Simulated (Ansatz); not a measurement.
# PdCu3: which shell does photoemission see at 1486.7 and 5950 eV? (r²SCAN)

The valence band of PdCu3 mixes several shells. Work out by hand which one leads the spectrum's area at each photon energy.

Filled states come from the projected DOS of Ansatz 0.2.0 (r²SCAN, plane waves); cross sections σ and asymmetry parameters β are those of free atoms in a Dirac–Hartree–Slater calculation. A shell's area is states × σ × angular factor, which is 1 − β·P₂(cos θ)/2 for unpolarised light, with θ = 60° from the beam and P₂ = -0.125.

**At 1486.7 eV** (states counted from 10.4 eV below the zero; other shells add 5.7e-05 to the products' sum of 0.0429):

```
shell  filled states a cell  cross section (Mb an electron)     β  angular factor  product  share by hand (%)  share in the simulated spectrum (%)
Pd 4d                  9.53                         0.00165  1.27            1.08   0.0169                 40                                   39
Cu 4s                  3.24                        0.000283  2.00            1.12  0.00103                  2                                    2
Cu 3d                 29.43                        0.000796  0.97            1.06   0.0248                 58                                   58
```

**At 5950 eV** (states counted from 10.4 eV below the zero; other shells add 1.8e-06 to the products' sum of 0.00036):

| shell | filled states a cell | cross section (Mb an electron) | β | angular factor | product | share by hand (%) | share in the simulated spectrum (%) |
| --- | --- | --- | --- | --- | --- | --- | --- |
| Pd 4d | 9.53 | 1.89e-05 | 0.82 | 1.05 | 0.000189 | 52 | 52 |
| Cu 4s | 3.24 | 1.54e-05 | 2.00 | 1.12 | 5.61e-05 | 16 | 16 |
| Cu 3d | 29.43 | 3.75e-06 | 0.48 | 1.03 | 0.000114 | 31 | 31 |

Cu 3d leads at 1486.7 eV and Pd 4d at 5950 eV. Between the two energies σ of Cu 3d changes by a factor 0.0047 and that of Pd 4d by 0.011, so their ratio moves 2.4-fold in favour of the second. The simulated spectrum uses the same rule on the energy-resolved DOS, so the two share columns agree within a few points.

Only crystals where the two columns agree within 4 points and the lead is clear are worked in this form. Free-atom cross sections ignore the solid's final states, no escape depth or background enters, and the count of states a shell hangs on the projection.

[Logs are printed without paths, hosts, clocks, repeated set-up lines and the standing remarks that a program may print on its own settings, such as how far it seeks lower states.]
